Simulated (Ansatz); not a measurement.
In doubt: masses and optical values from hybrid runs of this build are listed as unsure, which bears on the screening that GW takes from such a start.

Rows from a G0W0 calculation on Ta2O5 (Pmmm) (Ansatz 0.2.0; G0W0 on HSE06, plane waves, PAW; PAW set soft_1; 4×4×4 mesh, 202 empty bands, screening to 100 eV, PAW set soft_1 files), in eV. Spin-orbit coupling is left out.

| row | k | band | start | Σx | Σc at the solution | Vxc |
| --- | --- | --- | --- | --- | --- | --- |
| A | (-0.500, 0.000, 0.000) | c1 | 9.620 | -12.470 | -4.370 | -17.310 |
| B | (-0.500, 0.000, 0.000) | v1 | 7.024 | -24.800 | 4.215 | -20.833 |
| C | (-0.500, -0.500, -0.500) | c1 | 10.552 | -12.343 | -5.252 | -18.008 |
| D | (-0.500, -0.500, -0.500) | v1 | 8.136 | -26.566 | 4.557 | -22.411 |
| E | (-0.500, 0.000, 0.000) | c2 | 9.885 | -11.622 | -5.007 | -17.013 |
| F | (-0.500, -0.500, -0.500) | c2 | 12.725 | -15.715 | -4.559 | -21.007 |

Question: Work out each quasiparticle level and how far it moved.

The quasiparticle equation reads E = start + Σx + Σc(E) − Vxc.

| row | E (eV) | shift (eV) |
| --- | --- | --- |
| A | 10.090 | +0.470 |
| B | 7.273 | +0.249 |
| C | 10.964 | +0.412 |
| D | 8.538 | +0.402 |
| E | 10.269 | +0.384 |
| F | 13.457 | +0.732 |

The gap over the computed points goes from 1.48 eV to 1.55 eV.

Limits: not at the basis limit; no spin-orbit coupling; coarse k mesh.

[Runs of the session that timed out or met a known fault of the program may be left out.]

[Cells called generated may have been cut or substituted from an entry of the Crystallography Open Database or the Materials Project.]

[Hosts, paths, dates, database ids (printed as entryN), source tags and the programs' standing remarks are cut or masked in the printed files.]
